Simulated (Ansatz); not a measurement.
## CaTiSe3 (model cell, started as cubic perovskite with Ti in the octahedra): from the cell to its phonons

How does CaTiSe3 (model cell, started as cubic perovskite with Ti in the octahedra) vibrate, and is this structure a minimum?

Program: Ansatz 0.2.0. Level of theory: DFT PBEsol, scalar-relativistic, plane waves, PAW; PAW set soft_1. Results are calculated unless marked as measured.

The structure was built from a prototype and need not be the compound's stable phase.

## (1) The structure

It takes space group Pm-3m (No. 221, cubic). Conventional cell: a = 5.067 Å, b = 5.067 Å, c = 5.067 Å, α = 90.00°, β = 90.00°, γ = 90.00°. Ca has 12 Se at 3.58 Å nearest. Nearest to Ti lie 6 Se at 2.53 Å. Nearest to Se lie 2 Ti at 2.53 Å and 4 Ca at 3.58 Å. Farther neighbours and most contacts between anions are not listed.

As a file:

```cif
data_structure
_symmetry_space_group_name_H-M 'P 1'
_symmetry_Int_Tables_number 1
_cell_length_a 5.0666
_cell_length_b 5.0666
_cell_length_c 5.0666
_cell_angle_alpha 90.000
_cell_angle_beta 90.000
_cell_angle_gamma 90.000
_cell_volume 130.06
loop_
_atom_site_label
_atom_site_type_symbol
_atom_site_fract_x
_atom_site_fract_y
_atom_site_fract_z
_atom_site_occupancy
Ca1 Ca 0.00000 0.00000 0.00000 1
Ti2 Ti 0.50000 0.50000 0.50000 1
Se3 Se 0.50000 0.50000 0.00000 1
Se4 Se 0.50000 0.00000 0.50000 1
Se5 Se 0.00000 0.50000 0.50000 1
```

## (2) Relaxation

The cell and atoms are relaxed, since residual forces and stress would shift the frequencies.

input.yaml reads:

```yaml
crystal:
  lattice:
    - [5.0666, 0.0, 0.0]
    - [0.0, 5.0666, 0.0]
    - [0.0, 0.0, 5.0666]
  atoms:
    - { symbol: Ca, position: [0.0, 0.0, 0.0] }
    - { symbol: Ti, position: [0.5, 0.5, 0.5] }
    - { symbol: Se, position: [0.5, 0.5, 0.0] }
    - { symbol: Se, position: [0.5, 0.0, 0.5] }
    - { symbol: Se, position: [0.0, 0.5, 0.5] }
kpoints:
  mp_grid: { grid: [8, 8, 8] }
hamiltonian:
  xc: pbesol
  pseudopotentials: { kind: paw, azcp: { folder: soft_1 }, xc_functional: pbe }
scf:
  occupations: { method: gaussian, width: 0.1 }
output:
  forces: true
  stress: true
  eigenvalues: true
relax:
  adjacent_minimum: "off"
  f_tol: 0.005
  max_steps: 80
  cell: { stress_tol: 0.05 }
```

Started as:

```
$ ansatz run input.yaml --threads 4 --pin off --max-ram 16384MiB --backend cpu --events-out ev --progress --plain --runs-dir out
```

Numbers of over 12 decimals in the logs are rounded to 6 here.

What it wrote:

```text
Engine: ansatz 0.2.0, aarch64-unknown-linux-gnu
Pseudopotentials: kind: paw
Pseudopotential: Ca, paw, valence charge 10, recommended cutoff 420 eV (normal), soft_1/Ca.paw.azcp
Pseudopotential: Ti, paw, valence charge 12, recommended cutoff 420 eV (normal), soft_1/Ti.paw.azcp
Pseudopotential: Se, paw, valence charge 16, recommended cutoff 420 eV (normal), soft_1/Se.paw.azcp
Functional definition: PBEsol
  exchange = pbesol_x
  correlation = pbesol_c
Crystal: 5 atoms, lattice volume = 130.062 Å³
Basis set: ecut = 420 eV, 2517 PW (Γ), exchange–correlation on 72×72×72 points (8 copies of the dense FFT grid, shifted against one another)
Bands: 42, of which v1, the nominal top of the filled ones, is band 35 counted from 1 (34 counted from 0)
Symmetry: 48 space group operations
Space group: Pm-3m (ITA 221), of the structure as read, at distance tolerance 5.1e-5 Å
k-points: 35 of 512
Non-local potential: Ca, projectors of the file, l = 0: 3, l = 1: 2, l = 2: 2
Non-local potential: Ti, projectors of the file, l = 0: 3, l = 1: 2, l = 2: 3, l = 3: 1
Non-local potential: Se, projectors of the file, l = 0: 2, l = 1: 2, l = 2: 3, l = 3: 1
PAW form: soft (Blöchl's): semilocal exchange-correlation on the pseudo side does not see the compensation charge
PAW frozen core: Ca, regenerated for the run's functional, and the local potential with it (the file was generated under x = pbe(κ = 0.804, μ = 0.219515), c = pbe(β = 0.066725))
PAW frozen core: Ti, regenerated for the run's functional, and the local potential with it (the file was generated under x = pbe(κ = 0.804, μ = 0.219515), c = pbe(β = 0.066725))
PAW frozen core: Se, regenerated for the run's functional, and the local potential with it (the file was generated under x = pbe(κ = 0.804, μ = 0.219515), c = pbe(β = 0.066725))
PAW one-centre angular grid: Ca, 110 points (default); XC on 64 Gauss nodes
PAW one-centre angular grid: Ti, 590 points (default); XC on 64 Gauss nodes
PAW one-centre angular grid: Se, 590 points (default); XC on 64 Gauss nodes
Initial density: superposition of atomic densities (chi_scale 0.1, normalization cell, long waves kept (reshape's long-wave potential 0.01 eV rms))
Initial wavefunctions: pseudopotential atomic-orbital guess
Functional: x = pbesol(κ = 0.804, μ = 0.123457), c = pbesol(β = 0.046)
SCF iter   1: F=—  HF=-20548.522308 eV  |F-HF|=—  |Δ(HF+E_count)|=         —  Δρ=1.05e-1  dr2=2.83e1  ethr=3.10e-3  ⟨swp⟩=7.4  Hψ=5871  notcnv=0
preconditioner: auto → Kerker (q_TF=auto, 2.461 Å⁻¹)  [metal: Δε(μ)=0.033 eV  Ē_g=5.818 eV  σ=0.100 eV  W_gap=0.19  n_scr=26 (ndim 8)  ℏωp=16.0 eV  f_vac=0.000  D(μ)=4.39/eV (n_scr^D=26)]
SCF iter   2: F=—  HF=-20546.518117 eV  |F-HF|=—  |Δ(HF+E_count)|=    2.00e0  Δρ=5.13e-2  dr2=7.27e0  ethr=3.10e-3  ⟨swp⟩=2.9  Hψ=2538  notcnv=0  defer=34
SCF iter   3: F=—  HF=-20545.861312 eV  |F-HF|=—  |Δ(HF+E_count)|=   6.57e-1  Δρ=8.20e-3  dr2=1.12e-1  ethr=3.10e-3  ⟨swp⟩=3.4  Hψ=2237  notcnv=0  defer=35
SCF iter   4: F=—  HF=-20545.853634 eV  |F-HF|=—  |Δ(HF+E_count)|=   7.68e-3  Δρ=3.35e-3  dr2=1.83e-2  ethr=1.59e-4  ⟨swp⟩=2.1  Hψ=3087  notcnv=0  defer=70
SCF iter   5: F=—  HF=-20545.853798 eV  |F-HF|=—  |Δ(HF+E_count)|=   1.64e-4  Δρ=1.15e-3  dr2=2.78e-3  ethr=2.61e-5  ⟨swp⟩=2.0  Hψ=2589  notcnv=0  defer=71
SCF iter   6: F=—  HF=-20545.854058 eV  |F-HF|=—  |Δ(HF+E_count)|=   2.60e-4  Δρ=5.34e-4  dr2=6.83e-4  ethr=3.98e-6  ⟨swp⟩=2.0  Hψ=2236  notcnv=0  defer=71
SCF iter   7: F=—  HF=-20545.854146 eV  |F-HF|=—  |Δ(HF+E_count)|=   8.81e-5  Δρ=1.45e-4  dr2=7.16e-5  ethr=9.76e-7  ⟨swp⟩=2.0  Hψ=1816  notcnv=0  defer=71
SCF iter   8: F=—  HF=-20545.854183 eV  |F-HF|=—  |Δ(HF+E_count)|=   3.66e-5  Δρ=5.88e-5  dr2=1.01e-5  ethr=1.02e-7  ⟨swp⟩=2.0  Hψ=1675  notcnv=0  defer=71
SCF iter   9: F=—  HF=-20545.854181 eV  |F-HF|=—  |Δ(HF+E_count)|=   1.82e-6  Δρ=1.39e-5  dr2=4.83e-7  ethr=1.44e-8  ⟨swp⟩=2.2  Hψ=2172  notcnv=0  defer=71
SCF iter  10: F=-20545.854181 eV  HF=-20545.854181 eV  |F-HF|=2.15e-8  |Δ(HF+E_count)|=   7.45e-8  Δρ=4.23e-6  dr2=4.12e-8  ethr=1.43e-10  ⟨swp⟩=10.2  Hψ=6999  notcnv=0
SCF 1 converged in 10 iterations: F = -20545.854181 eV  dr2 = 4.12e-8
  greatest PAW one-centre occupation: 1.000 electrons in one spin orbital (limit 2), on the Se atom at site 2 (counted from 0), in its partial waves of l = 2
relax step   1: F+E_penalty+E_count = -20545.85418093 eV  Δ(F+E_penalty+E_count) = +0.000e0 eV  max|allowed force component| = 6.206e-29 eV/Å  Δτ_max = 0.0000 Å  P = -5.025 GPa  Ω = 130.062 Å³  (10 SCF iters, dr2 threshold 1.00e-7 eV, accepted)
Crystal: 5 atoms, lattice volume = 117.713 Å³
Basis set: ecut = 420 eV, 2325 PW (Γ), exchange–correlation on 72×72×72 points (8 copies of the dense FFT grid, shifted against one another)
Initial density: handed on by an earlier stage of this run
Initial wavefunctions: those handed on with the density
iter 1 solved again at ethr=8.52e-4 eV; its pass at ethr=3.10e-3 eV (dr2=5.96e-1 eV) is discarded
SCF iter   1: F=—  HF=-20546.098100 eV  |F-HF|=—  |Δ(HF+E_count)|=         —  Δρ=1.56e-2  dr2=5.94e-1  ethr=8.52e-4  ⟨swp⟩=1.0  Hψ=6948  notcnv=0
preconditioner: auto → Kerker (q_TF=auto, 2.502 Å⁻¹)  [metal: Δε(μ)=0.036 eV  Ē_g=7.140 eV  σ=0.100 eV  W_gap=0.20  n_scr=26 (ndim 8)  ℏωp=16.8 eV  f_vac=0.005  D(μ)=4.58/eV (n_scr^D=32)]
SCF iter   2: F=—  HF=-20546.057450 eV  |F-HF|=—  |Δ(HF+E_count)|=   4.06e-2  Δρ=8.39e-3  dr2=1.84e-1  ethr=8.49e-4  ⟨swp⟩=2.0  Hψ=1694  notcnv=0
SCF iter   3: F=—  HF=-20546.036790 eV  |F-HF|=—  |Δ(HF+E_count)|=   2.07e-2  Δρ=1.36e-3  dr2=4.50e-3  ethr=2.62e-4  ⟨swp⟩=2.0  Hψ=1807  notcnv=0
SCF iter   4: F=—  HF=-20546.036549 eV  |F-HF|=—  |Δ(HF+E_count)|=   2.41e-4  Δρ=4.69e-4  dr2=3.59e-4  ethr=6.44e-6  ⟨swp⟩=2.1  Hψ=2682  notcnv=0
SCF iter   5: F=—  HF=-20546.036413 eV  |F-HF|=—  |Δ(HF+E_count)|=   1.36e-4  Δρ=2.59e-4  dr2=1.35e-4  ethr=5.13e-7  ⟨swp⟩=2.0  Hψ=2651  notcnv=0
SCF iter   6: F=—  HF=-20546.036417 eV  |F-HF|=—  |Δ(HF+E_count)|=   3.89e-6  Δρ=6.22e-5  dr2=6.80e-6  ethr=1.93e-7  ⟨swp⟩=2.2  Hψ=1708  notcnv=0
SCF iter   7: F=-20546.036418 eV  HF=-20546.036418 eV  |F-HF|=1.53e-8  |Δ(HF+E_count)|=   1.66e-6  Δρ=1.57e-5  dr2=3.81e-7  ethr=7.14e-10  ⟨swp⟩=4.4  Hψ=6463  notcnv=0
SCF 2 converged in 7 iterations: F = -20546.036418 eV  dr2 = 3.81e-7
  greatest PAW one-centre occupation: 1.000 electrons in one spin orbital (limit 2), on the Se atom at site 3 (counted from 0), in its partial waves of l = 2
relax step   2: F+E_penalty+E_count = -20546.03641833 eV  Δ(F+E_penalty+E_count) = -1.822e-1 eV  max|allowed force component| = 3.349e-29 eV/Å  Δτ_max = 0.0000 Å  P = +0.843 GPa  Ω = 117.713 Å³  energy of the carried Pulay correction = +8.672e-4 eV  (7 SCF iters, dr2 threshold 5.00e-7 eV, accepted)
Crystal: 5 atoms, lattice volume = 119.341 Å³
iter 1 solved again at ethr=1.71e-5 eV; its pass at ethr=3.10e-3 eV (dr2=1.19e-2 eV) is discarded
SCF iter   1: F=—  HF=-20546.041200 eV  |F-HF|=—  |Δ(HF+E_count)|=         —  Δρ=2.08e-3  dr2=1.08e-2  ethr=1.71e-5  ⟨swp⟩=2.0  Hψ=6143  notcnv=0
preconditioner: auto → LDOS  [metal: Δε(μ)=0.102 eV  Ē_g=7.249 eV  σ=0.100 eV  W_gap=0.46  n_scr=26 (ndim 8)  ℏωp=16.7 eV  f_vac=0.013  D(μ)=1.46/eV (n_scr^D=6)  β→1.0]
SCF iter   2: F=—  HF=-20546.041101 eV  |F-HF|=—  |Δ(HF+E_count)|=   9.98e-5  Δρ=2.27e-3  dr2=1.15e-2  ethr=1.54e-5  ⟨swp⟩=2.0  Hψ=1935  notcnv=0
SCF iter   3: F=—  HF=-20546.039885 eV  |F-HF|=—  |Δ(HF+E_count)|=   1.22e-3  Δρ=1.45e-4  dr2=4.06e-5  ethr=1.54e-5  ⟨swp⟩=1.9  Hψ=1560  notcnv=0
SCF iter   4: F=—  HF=-20546.039902 eV  |F-HF|=—  |Δ(HF+E_count)|=   1.72e-5  Δρ=3.45e-5  dr2=1.69e-6  ethr=5.80e-8  ⟨swp⟩=2.2  Hψ=2440  notcnv=0
SCF iter   5: F=-20546.039902 eV  HF=-20546.039902 eV  |F-HF|=1.08e-8  |Δ(HF+E_count)|=   5.27e-7  Δρ=7.28e-6  dr2=4.17e-8  ethr=7.14e-10  ⟨swp⟩=5.9  Hψ=6293  notcnv=0
SCF 3 converged in 5 iterations: F = -20546.039902 eV  dr2 = 4.17e-8
relax step   3: F+E_penalty+E_count = -20546.03990172 eV  Δ(F+E_penalty+E_count) = -3.483e-3 eV  max|allowed force component| = 1.004e-29 eV/Å  Δτ_max = 0.0000 Å  P = -0.122 GPa  Ω = 119.341 Å³  energy of the carried Pulay correction = +7.479e-4 eV  (5 SCF iters, dr2 threshold 5.00e-7 eV, accepted)
[...]
relax step   4: F+E_penalty+E_count = -20546.03999830 eV  Δ(F+E_penalty+E_count) = -9.658e-5 eV  max|allowed force component| = 4.071e-29 eV/Å  Δτ_max = 0.0000 Å  P = -0.002 GPa  Ω = 119.132 Å³  energy of the carried Pulay correction = +7.631e-4 eV  (6 SCF iters, dr2 threshold 3.74e-8 eV, accepted)
Initial wavefunctions: pseudopotential atomic-orbital guess (no wavefunctions were taken with the density)
iter 1 solved again at ethr=1.78e-7 eV; its pass at ethr=3.10e-3 eV (dr2=1.24e-4 eV) is discarded
SCF iter   1: F=—  HF=-20546.039031 eV  |F-HF|=—  |Δ(HF+E_count)|=         —  Δρ=4.85e-5  dr2=4.47e-7  ethr=1.78e-7  ⟨swp⟩=3.0  Hψ=9274  notcnv=0
preconditioner: auto → LDOS  [insulator: Δε(μ)=0.102 eV  Ē_g=7.233 eV  σ=0.100 eV  W_gap=0.51  n_scr=26 (ndim 8)  ℏωp=16.7 eV  f_vac=0.012  D(μ)=1.81/eV (n_scr^D=6)  ε∞_Penn≈6.3  β→1.0]
SCF iter   2: F=—  HF=-20546.039039 eV  |F-HF|=—  |Δ(HF+E_count)|=   8.29e-6  Δρ=2.71e-5  dr2=1.23e-6  ethr=6.38e-10  ⟨swp⟩=2.1  Hψ=2717  notcnv=0
SCF iter   3: F=—  HF=-20546.039039 eV  |F-HF|=—  |Δ(HF+E_count)|=   3.73e-7  Δρ=3.62e-6  dr2=1.30e-8  ethr=6.38e-10  ⟨swp⟩=2.0  Hψ=2710  notcnv=0
SCF iter   4: F=—  HF=-20546.039039 eV  |F-HF|=—  |Δ(HF+E_count)|=   1.30e-8  Δρ=2.16e-6  dr2=8.98e-9  ethr=1.86e-11  ⟨swp⟩=2.0  Hψ=2676  notcnv=0
SCF iter   5: F=—  HF=-20546.039039 eV  |F-HF|=—  |Δ(HF+E_count)|=   1.62e-9  Δρ=3.36e-7  dr2=9.14e-11  ethr=1.28e-11  ⟨swp⟩=2.7  Hψ=2515  notcnv=0
SCF iter   6: F=-20546.039039 eV  HF=-20546.039039 eV  |F-HF|=3.64e-12  |Δ(HF+E_count)|=  1.82e-11  Δρ=5.51e-8  dr2=3.31e-12  ethr=1.00e-12  ⟨swp⟩=4.3  Hψ=4935  notcnv=0
SCF 5 converged in 6 iterations: F = -20546.039039 eV  dr2 = 3.31e-12
  greatest PAW one-centre occupation: 1.000 electrons in one spin orbital (limit 2), on the Se atom at site 4 (counted from 0), in its partial waves of l = 2
relax step   5: F+E_penalty+E_count = -20546.03903859 eV  Δ(F+E_penalty+E_count) = +9.597e-4 eV  max|allowed force component| = 6.555e-29 eV/Å  Δτ_max = 0.0000 Å  P = +0.003 GPa  Ω = 119.132 Å³  stress off target by 2.83e-3 GPa  SCF on the basis re-selected at this cell (its energy is not comparable with the rows above)  (6 SCF iters)
basis re-selected at this cell: Δ(F+E_penalty+E_count) = +9.597e-4 eV, ΔP = +0.005 GPa vs the last step (what re-selecting the basis moved, of the pressure what is left beyond the Pulay correction that the steps carried, after the strain that the cell walked since its last selection, with what the two solves' SCF thresholds leave and, on support functions, any second-order correction that the steps lacked; it is no m [...]
SCF converged after 6 iterations
Free energy (F): -20546.039039 eV
Harris-Foulkes:  -20546.039039 eV  (|F-HF|=3.64e-12)
Internal energy: -20546.030006 eV  (E = F + TS)
E sigma→0 (E₀):  -20546.034522 eV
Entropy (-TS):   -0.009032 eV (-1.806 meV/atom)
Fermi energy:    8.861243 eV
--- Per-component energies (eV) ---
  E_band       = -1474.249408
  E_kinetic    = 867.830436
  E_local      = -10196.547310  (includes V_loc(G=0)·N_el)
  E_nonlocal   = -907.402858
  E_hartree    = 5074.785950
  E_xc         = -497.134726
  E_vxc        = -576.010466  (∫ρ·V_xc dr)
  E_paw        = -8118.585754  (= ΣΔE_a)
  E_vpaw       = -811.689881  (= ΣTr[D̂ρ^β])
  E_aug_tail   = -0.001177  (compensation charges beyond the density's cutoff)
  E_ewald      = -6772.258102
  E_core_change = 3.283534  (= ΣΔE_core)
  E_smearing   = -0.009032  (= −TS)
  E_closure    = 0.000000  (closes the sum)
  Σ components = -20546.039039   (vs F -20546.039039, Δ=0.00e0)
--- Forces (eV/Å), atoms counted from 1 ---
  atom   1  Ca     0.00000000     0.00000000    -0.00000000
  atom   2  Ti     0.00000000    -0.00000000     0.00000000
  atom   3  Se     0.00000000     0.00000000     0.00000000
  atom   4  Se     0.00000000     0.00000000     0.00000000
  atom   5  Se     0.00000000     0.00000000     0.00000000
  max |Σ_I F_I| component: 9.30e-29 eV/Å
--- Stress (GPa, compression-positive) ---
        0.002834      -0.000000      -0.000000
        0.000000       0.002834       0.000000
       -0.000000       0.000000       0.002834
  P = ⅓ Tr σ = 0.0028 GPa (0.028 kbar)
--- Band table (eV; the first three rows and the last of 35) ---
  k-point 0: bands = [... 31 lower, 7.4618, 8.3517, 8.3517, 8.3517, 8.4261, 8.4261, 8.4261, 9.7076, ... 3 higher]
  k-point 1: bands = [... 31 lower, 7.2764, 7.7642, 8.1581, 8.1581, 8.3662, 8.9781, 8.9781, 9.7546, ... 3 higher]
  k-point 2: bands = [... 31 lower, 6.7466, 6.9143, 8.0776, 8.0776, 8.4021, 9.6186, 9.6186, 9.8112, ... 3 higher]
  k-point 34: bands = [... 31 lower, 5.1078, 9.0995, 9.0995, 9.0995, 10.1273, 10.1597, 10.1597, 10.1597, ... 3 higher]
--- Relaxed structure (4 steps of the walk, 4 accepted, 1 SCFs on fresh bases) ---
  F+E_penalty+E_count = -20546.03903859 eV   max|allowed force component| = 6.555e-29 eV/Å   (the final SCF, on the basis selected at the relaxed cell)
  cell:  # Å, volume = 119.1321 Å³
    - [4.920504, 0, 0]
    - [0, 4.920504, 0]
    - [0, 0, 4.920504]
  atoms:
    - { symbol: Ca, position: [0, 0, 0] }
    - { symbol: Ti, position: [0.500000, 0.500000, 0.500000] }
    - { symbol: Se, position: [0.500000, 0.500000, 0] }
    - { symbol: Se, position: [0.500000, 0, 0.500000] }
    - { symbol: Se, position: [0, 0.500000, 0.500000] }
```

Run time: 17 s. Hardware: 4 threads of Arm Neoverse V1, shared host; peak memory 0.56 GiB; 65 s of CPU time.

Step by step:

| step | energy less that of the first step (eV) | largest force component (eV/Å) | pressure (GPa) | volume (Å³) |
| --- | --- | --- | --- | --- |
| 1 | 0.0000 | 0.0000 | -5.03 | 130.06 |
| 2 | -0.1822 | 0.0000 | 0.84 | 117.71 |
| 3 | -0.1857 | 0.0000 | -0.12 | 119.34 |
| 4 | -0.1858 | 0.0000 | 0.00 | 119.13 |
| 5* | -0.1849 | 0.0000 | 0.00 | 119.13 |

Relaxation steps marked * repeat the geometry before them on a plane-wave basis chosen anew for their cell, so energy and pressure can jump there.

The run keeps the 48 symmetry operations that it works with, so distortions that break them were not tested.

| conventional cell, symmetrised | before | after | change |
| --- | --- | --- | --- |
| a (Å) | 5.067 | 4.921 | -2.9 % |
| b (Å) | 5.067 | 4.921 | -2.9 % |
| c (Å) | 5.067 | 4.921 | -2.9 % |
| volume (Å³/atom) | 26.01 | 23.83 | -8.4 % |

Final coordinates:

```cif
data_structure
_symmetry_space_group_name_H-M 'P 1'
_symmetry_Int_Tables_number 1
_cell_length_a 4.9205
_cell_length_b 4.9205
_cell_length_c 4.9205
_cell_angle_alpha 90.000
_cell_angle_beta 90.000
_cell_angle_gamma 90.000
_cell_volume 119.13
loop_
_atom_site_label
_atom_site_type_symbol
_atom_site_fract_x
_atom_site_fract_y
_atom_site_fract_z
_atom_site_occupancy
Ca1 Ca 0.00000 0.00000 0.00000 1
Ti2 Ti 0.50000 0.50000 0.50000 1
Se3 Se 0.50000 0.50000 0.00000 1
Se4 Se 0.50000 0.00000 0.50000 1
Se5 Se 0.00000 0.50000 0.50000 1
```

This step gave:

- pressure: 0.002834 GPa
- volume per atom: 23.83 Å³
- gap on the k-mesh: 0 eV

In this step the volume went from 26.01 to 23.83 Å³/atom.

## (3) Bringing the structure to rest

The relaxation is repeated from its end on the same settings, as a check that it has come to rest.

input.yaml, as its differences from that of step 2:

```diff
@@ -2,5 +2,5 @@
   lattice:
-    - [5.0666, 0.0, 0.0]
-    - [0.0, 5.0666, 0.0]
-    - [0.0, 0.0, 5.0666]
+    - [4.9205037157, 0.0, 0.0]
+    - [0.0, 4.9205037157, 0.0]
+    - [0.0, 0.0, 4.9205037157]
   atoms:
```

What it wrote:

```text
[...]
Crystal: 5 atoms, lattice volume = 119.132 Å³
Basis set: ecut = 420 eV, 2325 PW (Γ), exchange–correlation on 72×72×72 points (8 copies of the dense FFT grid, shifted against one another)
Bands: 42, of which v1, the nominal top of the filled ones, is band 35 counted from 1 (34 counted from 0)
Symmetry: 48 space group operations
[...]
k-points: 35 of 512
[...]
--- Relaxed structure (1 steps of the walk, 1 accepted, 1 SCFs on fresh bases) ---
[...]
cell:  # Å, volume = 119.1321 Å³
    - [4.9205037157, 0.0, 0.0]
    - [0.0, 4.9205037157, 0.0]
    - [0.0, 0.0, 4.9205037157]
  atoms:
    - { symbol: Ca, position: [0.0, 0.0, 0.0] }
    - { symbol: Ti, position: [0.5, 0.5, 0.5] }
    - { symbol: Se, position: [0.5, 0.5, 0.0] }
    - { symbol: Se, position: [0.5, 0.0, 0.5] }
    - { symbol: Se, position: [0.0, 0.5, 0.5] }
[key lines of the parts left out:]
SCF converged after 4 iterations
Free energy (F): -20546.039039 eV
Fermi energy:    8.861241 eV
P = ⅓ Tr σ = 0.0028 GPa (0.028 kbar)
```

It took 7.1 s on 4 threads; peak memory 0.55 GiB; 27 s of CPU time.

Little changed from the start: no atom moved by 0.005 Å and no cell edge by 0.1 %.

This step gave:

- pressure: 0.002832 GPa

In this step the volume went from 23.83 to 23.83 Å³/atom.

## (4) Relaxing to small forces for the phonons

Phonons need a cell at rest on their own settings, so the relaxation is repeated with tight tolerances on forces and stress, using the mesh and the filling of the phonon run that follows.

input.yaml, as its differences from that of step 3:

```diff
@@ -17,3 +17,3 @@
 scf:
-  occupations: { method: gaussian, width: 0.1 }
+  occupations: { method: methfessel_paxton, width: 0.2 }
 output:
@@ -24,4 +24,4 @@
   adjacent_minimum: "off"
-  f_tol: 0.005
-  max_steps: 80
-  cell: { stress_tol: 0.05 }
+  f_tol: 0.001
+  max_steps: 60
+  cell: { stress_tol: 0.01 }
```

What it wrote:

```text
[...]
Crystal: 5 atoms, lattice volume = 119.132 Å³
Basis set: ecut = 420 eV, 2325 PW (Γ), exchange–correlation on 72×72×72 points (8 copies of the dense FFT grid, shifted against one another)
Bands: 42, of which v1, the nominal top of the filled ones, is band 35 counted from 1 (34 counted from 0)
Symmetry: 48 space group operations
[...]
k-points: 35 of 512
[...]
--- Relaxed structure (1 steps of the walk, 1 accepted, 1 SCFs on fresh bases) ---
[...]
cell:  # Å, volume = 119.1321 Å³
    - [4.9205037157, 0.0, 0.0]
    - [0.0, 4.9205037157, 0.0]
    - [0.0, 0.0, 4.9205037157]
  atoms:
    - { symbol: Ca, position: [0.0, 0.0, 0.0] }
    - { symbol: Ti, position: [0.5, 0.5, 0.5] }
    - { symbol: Se, position: [0.5, 0.5, 0.0] }
    - { symbol: Se, position: [0.5, 0.0, 0.5] }
    - { symbol: Se, position: [0.0, 0.5, 0.5] }
[key lines of the parts left out:]
SCF converged after 5 iterations
Free energy (F): -20546.032245 eV
Fermi energy:    8.852160 eV
P = ⅓ Tr σ = -0.0040 GPa (-0.040 kbar)
```

Wall time 7.4 s (4 threads); peak memory 0.54 GiB; 28 s of CPU time.

Little changed from the start: no atom moved by 0.005 Å and no cell edge by 0.1 %.

Numbers from this step:

* pressure: -0.004045 GPa

The forces vanish by symmetry and the pressure is -0.004 GPa, within the tolerances set. The cell now holds 23.83 Å³/atom.

[end of part 1 of 2]

[Logs are printed without paths, hosts, clocks, repeated set-up lines and the standing remarks that a program may print on its own settings, such as how far it seeks lower states.]

[Hosts, paths, dates, database ids (printed as entryN), source tags and the programs' standing remarks are cut or masked in the printed files.]
